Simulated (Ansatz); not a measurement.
# How fast states decay through Na2AgBiF6

A new crystal, Na2AgBiF6: structure, gap and complex bands. It is built by putting Na for Cs in the Cs2AgBiF6 structure of space group Fm-3m, with the volume rescaled by atomic radii. The parent structure comes from the Materials Project.

Main program and level: Ansatz 0.2.0; PBE DFT, plane waves, PAW files, in the first sound run; inputs show where later runs differ.

The structure was built from a prototype and need not be the compound's stable phase.

## (1) The structure

Symmetry: Fm-3m, No. 225, cubic system. The conventional cell has a = 8.362 Å, b = 8.362 Å, c = 8.362 Å, α = 90.00°, β = 90.00°, γ = 90.00°. Na has 12 F at 2.96 Å nearest. Ag has 6 F at 2.16 Å nearest. Nearest to Bi lie 6 F at 2.02 Å. Nearest to F lie 1 Bi at 2.02 Å and 1 Ag at 2.16 Å. It derives from Cs2AgBiF6. Na for Cs in the Cs2AgBiF6 structure of space group Fm-3m. Farther neighbours and most contacts between anions are not listed.

## (2) Cell and atoms at rest

The substituted atoms don't fit the parent's cell, so cell and atoms relax together. A small smearing keeps the run stable in case the gap closes on the way.

Input file input.yaml:

```yaml
crystal:
  lattice:
    - [0.0, 4.1809192821, 4.1809192821]
    - [4.1809192821, 0.0, 4.1809192821]
    - [4.1809192821, 4.1809192821, 0.0]
  atoms:
    - { symbol: Na, position: [0.75, 0.75, 0.75] }
    - { symbol: Na, position: [0.25, 0.25, 0.25] }
    - { symbol: Ag, position: [0.5, 0.5, 0.5] }
    - { symbol: Bi, position: [0.0, 0.0, 0.0] }
    - { symbol: F, position: [0.75872864, 0.24127136, 0.24127136] }
    - { symbol: F, position: [0.24127136, 0.24127136, 0.75872864] }
    - { symbol: F, position: [0.24127136, 0.75872864, 0.75872864] }
    - { symbol: F, position: [0.24127136, 0.75872864, 0.24127136] }
    - { symbol: F, position: [0.75872864, 0.24127136, 0.75872864] }
    - { symbol: F, position: [0.75872864, 0.75872864, 0.24127136] }
kpoints:
  mp_grid: { grid: [4, 4, 4] }
scf:
  occupations: { method: gaussian, width: 0.03 }
hamiltonian:
  xc: pbe
output:
  forces: true
  stress: true
relax:
  f_tol: 0.02
  max_steps: 60
  cell: {}
```

Launch:

```
$ ansatz run input.yaml --threads 2 --pin off --max-ram 4096MiB --backend cpu --events-out ev --progress --plain --runs-dir out
```

Numbers of over 12 decimals in the logs are rounded to 6 here.

The log of the run:

```text
Engine: ansatz 0.2.0, x86_64-unknown-linux-gnu
Pseudopotentials: kind: paw
Pseudopotential: Na, paw, valence charge 9, recommended cutoff 420 eV (normal), Na.paw.azcp
Pseudopotential: Ag, paw, valence charge 19, recommended cutoff 420 eV (normal), Ag.paw.azcp
Pseudopotential: Bi, paw, valence charge 15, recommended cutoff 420 eV (normal), Bi.paw.azcp
Pseudopotential: F, paw, valence charge 7, recommended cutoff 420 eV (normal), F.paw.azcp
Functional definition: PBE
  parameter kappa = 0.804
  parameter beta = 0.066725
  exchange = pbe_x(kappa = kappa, mu = beta*pi^2/3)
  correlation = pbe_c(beta = beta)
Crystal: 10 atoms, lattice volume = 146.166 Å³
Basis set: ecut = 420 eV, 2837 PW (Γ), exchange–correlation on 80×80×80 points (8 copies of the dense FFT grid, shifted against one another)
Bands: 57, of which v1, the nominal top of the filled ones, is band 47 counted from 1 (46 counted from 0)
Symmetry: 48 space group operations
Space group: Fm-3m (ITA 225), of the structure as read, at distance tolerance 5.3e-5 Å
k-points: 8 of 64
Non-local potential: Na, projectors of the file, l = 0: 3, l = 1: 2, l = 2: 1
Non-local potential: Ag, projectors of the file, l = 0: 3, l = 1: 2, l = 2: 2, l = 3: 1
Non-local potential: Bi, projectors of the file, l = 0: 2, l = 1: 2, l = 2: 2, l = 3: 2
Non-local potential: F, projectors of the file, l = 0: 2, l = 1: 2, l = 2: 1
PAW form: soft (Blöchl's): semilocal exchange-correlation on the pseudo side does not see the compensation charge
PAW one-centre angular grid: Na, 110 points (default); XC on 64 Gauss nodes
PAW one-centre angular grid: Ag, 590 points (default); XC on 64 Gauss nodes
PAW one-centre angular grid: Bi, 590 points (default); XC on 64 Gauss nodes
PAW one-centre angular grid: F, 110 points (default); XC on 64 Gauss nodes
Initial density: superposition of atomic densities (neutral atoms: chi_scale 0, normalization atom), corrected by the library's trained network
Initial wavefunctions: pseudopotential atomic-orbital guess
Functional: x = pbe(κ = 0.804, μ = 0.219515), c = pbe(β = 0.066725)
SCF iter   1: F=—  HF=-27809.855002 eV  |F-HF|=—  |Δ(HF+E_count)|=         —  Δρ=4.10e-3  dr2=4.38e-2  ethr=1.77e-3  ⟨swp⟩=6.1  Hψ=1687  notcnv=0  defer=2
preconditioner: auto → Resta (q_TF=auto, 2.535 Å⁻¹)  ε∞=3.1  [insulator: Δε(μ)=1.020 eV  Ē_g=19.125 eV  σ=0.030 eV  W_gap=1.00  n_scr=50 (ndim 8)  ℏωp=27.8 eV  f_vac=0.222  D(μ)=0.00/eV (n_scr^D=0)  ε∞_Penn≈3.1]
SCF iter   2: F=—  HF=-27809.845949 eV  |F-HF|=—  |Δ(HF+E_count)|=   9.05e-3  Δρ=1.65e-3  dr2=5.28e-3  ethr=4.66e-5  ⟨swp⟩=2.4  Hψ=800  notcnv=0  defer=34
SCF iter   3: F=—  HF=-27809.844594 eV  |F-HF|=—  |Δ(HF+E_count)|=   1.35e-3  Δρ=6.74e-4  dr2=1.22e-3  ethr=5.62e-6  ⟨swp⟩=2.1  Hψ=684  notcnv=0  defer=34
SCF iter   4: F=—  HF=-27809.844348 eV  |F-HF|=—  |Δ(HF+E_count)|=   2.46e-4  Δρ=1.97e-4  dr2=7.26e-5  ethr=1.30e-6  ⟨swp⟩=2.0  Hψ=610  notcnv=0  defer=34
SCF iter   5: F=—  HF=-27809.844377 eV  |F-HF|=—  |Δ(HF+E_count)|=   2.90e-5  Δρ=1.09e-4  dr2=1.10e-5  ethr=7.73e-8  ⟨swp⟩=2.0  Hψ=798  notcnv=0  defer=34
SCF iter   6: F=—  HF=-27809.844376 eV  |F-HF|=—  |Δ(HF+E_count)|=   8.43e-7  Δρ=3.75e-5  dr2=1.57e-6  ethr=1.17e-8  ⟨swp⟩=2.2  Hψ=714  notcnv=0  defer=34
SCF iter   7: F=-27809.844376 eV  HF=-27809.844376 eV  |F-HF|=4.27e-8  |Δ(HF+E_count)|=   1.15e-7  Δρ=8.82e-6  dr2=8.23e-8  ethr=1.06e-10  ⟨swp⟩=3.5  Hψ=1836  notcnv=0
SCF 1 converged in 7 iterations: F = -27809.844376 eV  dr2 = 8.23e-8
  greatest PAW one-centre occupation: 1.000 electrons in one spin orbital (limit 2), on the Ag atom at site 2 (counted from 0), in its partial waves of l = 1
relax step   1: F+E_penalty+E_count = -27809.84437643 eV  Δ(F+E_penalty+E_count) = +0.000e0 eV  max|allowed force component| = 2.742e0 eV/Å  Δτ_max = 0.0000 Å  P = +30.960 GPa  Ω = 146.166 Å³  (7 SCF iters, dr2 threshold 1.00e-7 eV, accepted)
Crystal: 10 atoms, lattice volume = 168.708 Å³
Basis set: ecut = 420 eV, 3287 PW (Γ), exchange–correlation on 80×80×80 points (8 copies of the dense FFT grid, shifted against one another)
Initial density: handed on by an earlier stage of this run
Initial wavefunctions: those handed on with the density
iter 1 solved again at ethr=6.74e-4 eV; its pass at ethr=3.10e-3 eV (dr2=6.34e-1 eV) is discarded
SCF iter   1: F=—  HF=-27813.050846 eV  |F-HF|=—  |Δ(HF+E_count)|=         —  Δρ=1.68e-2  dr2=6.31e-1  ethr=6.74e-4  ⟨swp⟩=1.5  Hψ=2246  notcnv=0
preconditioner: auto → Resta (q_TF=auto, 2.475 Å⁻¹)  ε∞=3.1  [insulator: Δε(μ)=0.664 eV  Ē_g=17.963 eV  σ=0.030 eV  W_gap=1.00  n_scr=50 (ndim 8)  ℏωp=25.9 eV  f_vac=0.287  D(μ)=0.00/eV (n_scr^D=0)  ε∞_Penn≈3.1]
SCF iter   2: F=—  HF=-27812.862502 eV  |F-HF|=—  |Δ(HF+E_count)|=   1.88e-1  Δρ=8.63e-3  dr2=7.90e-2  ethr=6.71e-4  ⟨swp⟩=3.0  Hψ=903  notcnv=0
SCF iter   3: F=—  HF=-27812.835484 eV  |F-HF|=—  |Δ(HF+E_count)|=   2.70e-2  Δρ=3.52e-3  dr2=2.34e-2  ethr=8.41e-5  ⟨swp⟩=2.0  Hψ=924  notcnv=0  defer=36
SCF iter   4: F=—  HF=-27812.826358 eV  |F-HF|=—  |Δ(HF+E_count)|=   9.13e-3  Δρ=9.54e-4  dr2=1.45e-3  ethr=2.49e-5  ⟨swp⟩=2.0  Hψ=650  notcnv=0  defer=36
SCF iter   5: F=—  HF=-27812.826423 eV  |F-HF|=—  |Δ(HF+E_count)|=   6.46e-5  Δρ=6.00e-4  dr2=3.42e-4  ethr=1.54e-6  ⟨swp⟩=2.1  Hψ=702  notcnv=0  defer=36
SCF iter   6: F=—  HF=-27812.826249 eV  |F-HF|=—  |Δ(HF+E_count)|=   1.75e-4  Δρ=1.33e-4  dr2=2.61e-5  ethr=3.63e-7  ⟨swp⟩=2.0  Hψ=606  notcnv=0  defer=36
SCF iter   7: F=-27812.826272 eV  HF=-27812.826269 eV  |F-HF|=2.59e-6  |Δ(HF+E_count)|=   2.05e-5  Δρ=2.70e-5  dr2=9.65e-7  ethr=1.06e-9  ⟨swp⟩=3.9  Hψ=1840  notcnv=0
SCF 2 converged in 7 iterations: F = -27812.826272 eV  dr2 = 9.65e-7
relax step   2: F+E_penalty+E_count = -27812.82627167 eV  Δ(F+E_penalty+E_count) = -2.982e0 eV  max|allowed force component| = 1.287e-1 eV/Å  Δτ_max = 0.0496 Å  P = +8.865 GPa  Ω = 168.708 Å³  energy of the carried Pulay correction = -6.378e-2 eV  (7 SCF iters, dr2 threshold 1.00e-6 eV, accepted)
Crystal: 10 atoms, lattice volume = 181.230 Å³
Basis set: ecut = 420 eV, 3527 PW (Γ), exchange–correlation on 80×80×80 points (8 copies of the dense FFT grid, shifted against one another)
iter 1 solved again at ethr=1.29e-4 eV; its pass at ethr=3.10e-3 eV (dr2=1.21e-1 eV) is discarded
SCF iter   1: F=—  HF=-27813.242460 eV  |F-HF|=—  |Δ(HF+E_count)|=         —  Δρ=6.93e-3  dr2=1.19e-1  ethr=1.29e-4  ⟨swp⟩=1.4  Hψ=1998  notcnv=0
preconditioner: auto → Resta (q_TF=auto, 2.446 Å⁻¹)  ε∞=3.0  [insulator: Δε(μ)=1.327 eV  Ē_g=17.657 eV  σ=0.030 eV  W_gap=1.00  n_scr=58 (ndim 8)  ℏωp=25.0 eV  f_vac=0.303  D(μ)=0.00/eV (n_scr^D=0)  ε∞_Penn≈3.0]
[...]
SCF iter   6: F=—  HF=-27813.196371 eV  |F-HF|=—  |Δ(HF+E_count)|=   2.04e-5  Δρ=5.66e-5  dr2=5.11e-6  ethr=6.43e-8  ⟨swp⟩=2.1  Hψ=645  notcnv=0  defer=25
SCF iter   7: F=-27813.196377 eV  HF=-27813.196377 eV  |F-HF|=5.20e-7  |Δ(HF+E_count)|=   5.44e-6  Δρ=1.10e-5  dr2=1.57e-7  ethr=1.06e-9  ⟨swp⟩=4.0  Hψ=1556  notcnv=0
SCF 3 converged in 7 iterations: F = -27813.196377 eV  dr2 = 1.57e-7
relax step   3: F+E_penalty+E_count = -27813.19637720 eV  Δ(F+E_penalty+E_count) = -3.701e-1 eV  max|allowed force component| = 6.715e-2 eV/Å  Δτ_max = 0.0079 Å  P = +1.714 GPa  Ω = 181.230 Å³  energy of the carried Pulay correction = -9.545e-2 eV  (7 SCF iters, dr2 threshold 1.00e-6 eV, accepted)
[... from here on, the SCF cycles and remarks between the steps are left out ...]
relax step   4: F+E_penalty+E_count = -27813.20938864 eV  Δ(F+E_penalty+E_count) = -1.301e-2 eV  max|allowed force component| = 4.673e-2 eV/Å  Δτ_max = 0.0061 Å  P = +0.046 GPa  Ω = 184.775 Å³  energy of the carried Pulay correction = -1.040e-1 eV  (6 SCF iters, dr2 threshold 1.00e-6 eV, accepted)
relax step   5: F+E_penalty+E_count = -27813.20921080 eV  Δ(F+E_penalty+E_count) = +1.778e-4 eV  max|allowed force component| = 1.466e-2 eV/Å  Δτ_max = 0.0021 Å  P = -0.023 GPa  Ω = 185.029 Å³  energy of the carried Pulay correction = -1.046e-1 eV  (5 SCF iters, dr2 threshold 1.37e-7 eV, accepted)
relax step   6: F+E_penalty+E_count = -27813.68417265 eV  Δ(F+E_penalty+E_count) = -4.750e-1 eV  max|allowed force component| = 1.858e-3 eV/Å  Δτ_max = 0.0000 Å  P = +3.772 GPa  Ω = 185.029 Å³  stress off target by 3.77e0 GPa  SCF on the basis re-selected at this cell (its energy is not comparable with the rows above)  (8 SCF iters)
relax step   7: F+E_penalty+E_count = -27813.78918500 eV  Δ(F+E_penalty+E_count) = -1.050e-1 eV  max|allowed force component| = 1.687e-2 eV/Å  Δτ_max = 0.0132 Å  P = +1.547 GPa  Ω = 193.102 Å³  energy of the carried Pulay correction = -2.602e-2 eV  (7 SCF iters, dr2 threshold 1.00e-6 eV, accepted)
relax step   8: F+E_penalty+E_count = -27813.75749780 eV  Δ(F+E_penalty+E_count) = +3.169e-2 eV  max|allowed force component| = 4.389e-2 eV/Å  Δτ_max = 0.0138 Å  P = -0.850 GPa  Ω = 203.933 Å³  energy of the carried Pulay correction = -7.854e-2 eV  (7 SCF iters, dr2 threshold 1.00e-6 eV, accepted)
relax step   9: F+E_penalty+E_count = -27813.78890945 eV  Δ(F+E_penalty+E_count) = -3.141e-2 eV  max|allowed force component| = 5.951e-4 eV/Å  Δτ_max = 0.0036 Å  P = -0.050 GPa  Ω = 200.133 Å³  energy of the carried Pulay correction = -5.742e-2 eV  (6 SCF iters, dr2 threshold 1.00e-6 eV, accepted)
relax step  10: F+E_penalty+E_count = -27813.85271698 eV  Δ(F+E_penalty+E_count) = -6.381e-2 eV  max|allowed force component| = 1.684e-4 eV/Å  Δτ_max = 0.0000 Å  P = +0.082 GPa  Ω = 200.133 Å³  stress off target by 8.25e-2 GPa  SCF on the basis re-selected at this cell (its energy is not comparable with the rows above)  (8 SCF iters)
relax step  11: F+E_penalty+E_count = -27813.85180175 eV  Δ(F+E_penalty+E_count) = +9.152e-4 eV  max|allowed force component| = 4.713e-4 eV/Å  Δτ_max = 0.0006 Å  P = -0.000 GPa  Ω = 200.555 Å³  energy of the carried Pulay correction = -1.024e-3 eV  (6 SCF iters, dr2 threshold 1.70e-8 eV, accepted)
iter 1 solved again at ethr=3.62e-7 eV; its pass at ethr=3.10e-3 eV (dr2=3.41e-4 eV) is discarded
SCF iter   1: F=—  HF=-27813.849061 eV  |F-HF|=—  |Δ(HF+E_count)|=         —  Δρ=1.47e-4  dr2=1.02e-6  ethr=3.62e-7  ⟨swp⟩=3.5  Hψ=2857  notcnv=0
preconditioner: auto → Resta (q_TF=auto, 2.405 Å⁻¹)  ε∞=2.9  [insulator: Δε(μ)=1.967 eV  Ē_g=17.228 eV  σ=0.030 eV  W_gap=1.00  n_scr=58 (ndim 8)  ℏωp=23.7 eV  f_vac=0.330  D(μ)=0.00/eV (n_scr^D=0)  ε∞_Penn≈2.9]
SCF iter   2: F=—  HF=-27813.851682 eV  |F-HF|=—  |Δ(HF+E_count)|=   2.62e-3  Δρ=7.44e-5  dr2=3.33e-7  ethr=1.09e-9  ⟨swp⟩=2.0  Hψ=824  notcnv=0
SCF iter   3: F=—  HF=-27813.852412 eV  |F-HF|=—  |Δ(HF+E_count)|=   7.30e-4  Δρ=2.58e-5  dr2=5.63e-8  ethr=3.54e-10  ⟨swp⟩=2.0  Hψ=812  notcnv=0
SCF iter   4: F=—  HF=-27813.852506 eV  |F-HF|=—  |Δ(HF+E_count)|=   9.42e-5  Δρ=1.64e-6  dr2=3.55e-9  ethr=5.99e-11  ⟨swp⟩=2.0  Hψ=823  notcnv=0
SCF iter   5: F=—  HF=-27813.852506 eV  |F-HF|=—  |Δ(HF+E_count)|=   2.39e-8  Δρ=4.35e-7  dr2=4.46e-10  ethr=3.78e-12  ⟨swp⟩=2.1  Hψ=743  notcnv=0
SCF iter   6: F=-27813.852506 eV  HF=-27813.852506 eV  |F-HF|=9.46e-11  |Δ(HF+E_count)|=   2.40e-9  Δρ=1.29e-7  dr2=4.95e-11  ethr=1.00e-12  ⟨swp⟩=4.8  Hψ=1559  notcnv=0
SCF 12 converged in 6 iterations: F = -27813.852506 eV  dr2 = 4.95e-11
relax step  12: F+E_penalty+E_count = -27813.85250594 eV  Δ(F+E_penalty+E_count) = -7.042e-4 eV  max|allowed force component| = 4.467e-4 eV/Å  Δτ_max = 0.0000 Å  P = +0.002 GPa  Ω = 200.555 Å³  stress off target by 1.67e-3 GPa  SCF on the basis re-selected at this cell (its energy is not comparable with the rows above)  (6 SCF iters)
basis re-selected at this cell: Δ(F+E_penalty+E_count) = -7.042e-4 eV, ΔP = +0.002 GPa vs the last step (what re-selecting the basis moved, of the pressure what is left beyond the Pulay correction that the steps carried, after the strain that the cell walked since its last selection, with what the two solves' SCF thresholds leave and, on support functions, any second-order correction that the steps lacked; it is no m [...]
SCF converged after 6 iterations
Free energy (F): -27813.852506 eV
Harris-Foulkes:  -27813.852506 eV  (|F-HF|=9.46e-11)
Internal energy: -27813.852506 eV  (E = F + TS)
E sigma→0 (E₀):  -27813.852506 eV
Fermi energy:    4.815914 eV
--- Per-component energies (eV) ---
  E_band       = -1329.371356
  E_kinetic    = 2306.133455
  E_local      = -12284.979959  (includes V_loc(G=0)·N_el)
  E_nonlocal   = 1320.234129
  E_hartree    = 4799.807509
  E_xc         = -892.342020
  E_vxc        = -1091.285099  (∫ρ·V_xc dr)
  E_paw        = -16297.235702  (= ΣΔE_a)
  E_vpaw       = -1179.101158  (= ΣTr[D̂ρ^β])
  E_aug_tail   = 0.012580  (compensation charges beyond the density's cutoff)
  E_ewald      = -6765.482499
  E_smearing   = -0.000000  (= −TS)
  E_closure    = 0.000000  (closes the sum)
  Σ components = -27813.852506   (vs F -27813.852506, Δ=0.00e0)
--- Forces (eV/Å), atoms counted from 1 ---
  atom   1  Na    -0.00000000    -0.00000000    -0.00000000
  atom   2  Na     0.00000000     0.00000000     0.00000000
  atom   3  Ag     0.00000000    -0.00000000    -0.00000000
  atom   4  Bi    -0.00000000     0.00000000     0.00000000
  atom   5  F     -0.00044674     0.00000000    -0.00000000
  atom   6  F      0.00000000     0.00000000    -0.00044674
  atom   7  F      0.00044674     0.00000000     0.00000000
  atom   8  F      0.00000000    -0.00044674     0.00000000
  atom   9  F     -0.00000000     0.00044674    -0.00000000
  atom  10  F      0.00000000    -0.00000000     0.00044674
  max |Σ_I F_I| component: 6.22e-18 eV/Å
--- Stress (GPa, compression-positive) ---
        0.001673       0.000000      -0.000000
       -0.000000       0.001673      -0.000000
       -0.000000      -0.000000       0.001673
  P = ⅓ Tr σ = 0.0017 GPa (0.017 kbar)
--- Relaxed structure (9 steps of the walk, 9 accepted, 3 SCFs on fresh bases) ---
  F+E_penalty+E_count = -27813.85250594 eV   max|allowed force component| = 4.467e-4 eV/Å   (the final SCF, on the basis selected at the relaxed cell)
  cell:  # Å, volume = 200.5545 Å³
    - [0, 4.645875, 4.645875]
    - [4.645875, 0, 4.645875]
    - [4.645875, 4.645875, 0]
  atoms:
    - { symbol: Na, position: [0.75, 0.75, 0.75] }
    - { symbol: Na, position: [0.25, 0.25, 0.25] }
    - { symbol: Ag, position: [0.5, 0.5, 0.5] }
    - { symbol: Bi, position: [7.286933564414596e-19, 3.8120257436617284e-19, -3.967618631158123e-19] }
    - { symbol: F, position: [0.757589, 0.242411, 0.242411] }
    - { symbol: F, position: [0.242411, 0.242411, 0.757589] }
    - { symbol: F, position: [0.242411, 0.757589, 0.757589] }
    - { symbol: F, position: [0.242411, 0.757589, 0.242411] }
    - { symbol: F, position: [0.757589, 0.242411, 0.757589] }
    - { symbol: F, position: [0.757589, 0.757589, 0.242411] }
```

The job ended after 25 s (2 threads of Intel Xeon Platinum 8488C (Sapphire Rapids), shared host; peak memory 0.6 GiB; 46 s of CPU time).

The steps of the relaxation:

```tsv
step	energy less that of the first step (eV)	largest force component (eV/Å)	pressure (GPa)	volume (Å³)
1	0.0000	2.7422	30.96	146.17
2	-2.9819	0.1287	8.87	168.71
3	-3.3520	0.0671	1.71	181.23
4	-3.3650	0.0467	0.05	184.77
5	-3.3648	0.0147	-0.02	185.03
6*	-3.8398	0.0019	3.77	185.03
7	-3.9448	0.0169	1.55	193.10
8	-3.9131	0.0439	-0.85	203.93
9	-3.9445	0.0006	-0.05	200.13
10*	-4.0083	0.0002	0.08	200.13
11	-4.0074	0.0005	0.00	200.55
12*	-4.0081	0.0004	0.00	200.55
```

Relaxation steps marked * repeat the geometry before them on a plane-wave basis chosen anew for their cell, so energy and pressure can jump there.

Forces are held to the 48 operations that the run works with; a distortion that breaks them can't arise in this run.

```tsv
conventional cell, symmetrised	before	after	change
a (Å)	8.362	9.292	+11.1 %
b (Å)	8.362	9.292	+11.1 %
c (Å)	8.362	9.292	+11.1 %
volume (Å³/atom)	14.62	20.06	+37.2 %
```

The atoms that moved most (Å, as changes of fractional coordinates times the final cell):

```tsv
atom	dx	dy	dz	length
F7	-0.011	0.000	0.000	0.011
F9	0.000	-0.011	0.000	0.011
F5	0.011	0.000	0.000	0.011
F6	0.000	0.000	0.011	0.011
F8	0.000	0.011	0.000	0.011
F10	0.000	0.000	-0.011	0.011
```

The relaxed structure:

```cif
data_structure
_symmetry_space_group_name_H-M 'P 1'
_symmetry_Int_Tables_number 1
_cell_length_a 6.5703
_cell_length_b 6.5703
_cell_length_c 6.5703
_cell_angle_alpha 60.000
_cell_angle_beta 60.000
_cell_angle_gamma 60.000
_cell_volume 200.55
loop_
_atom_site_label
_atom_site_type_symbol
_atom_site_fract_x
_atom_site_fract_y
_atom_site_fract_z
_atom_site_occupancy
Na1 Na 0.75000 0.75000 0.75000 1
Na2 Na 0.25000 0.25000 0.25000 1
Ag3 Ag 0.50000 0.50000 0.50000 1
Bi4 Bi 0.00000 0.00000 0.00000 1
F5 F 0.75759 0.24241 0.24241 1
F6 F 0.24241 0.24241 0.75759 1
F7 F 0.24241 0.75759 0.75759 1
F8 F 0.24241 0.75759 0.24241 1
F9 F 0.75759 0.24241 0.75759 1
F10 F 0.75759 0.75759 0.24241 1
```

This step gave:

```yaml
free_energy: -27813.8525 eV
fermi_energy: 4.816 eV
pressure: 0.001673 GPa
```

The largest force component on a free atom ends at 4.5e-4 eV/Å.

(Continued in part 2 of 3.)

[Logs are printed without paths, hosts, clocks, repeated set-up lines and the standing remarks that a program may print on its own settings, such as how far it seeks lower states.]

[Hosts, paths, dates, database ids (printed as entryN), source tags and the programs' standing remarks are cut or masked in the printed files.]

[New means built here by substitution; the compound itself may be known and measured.]
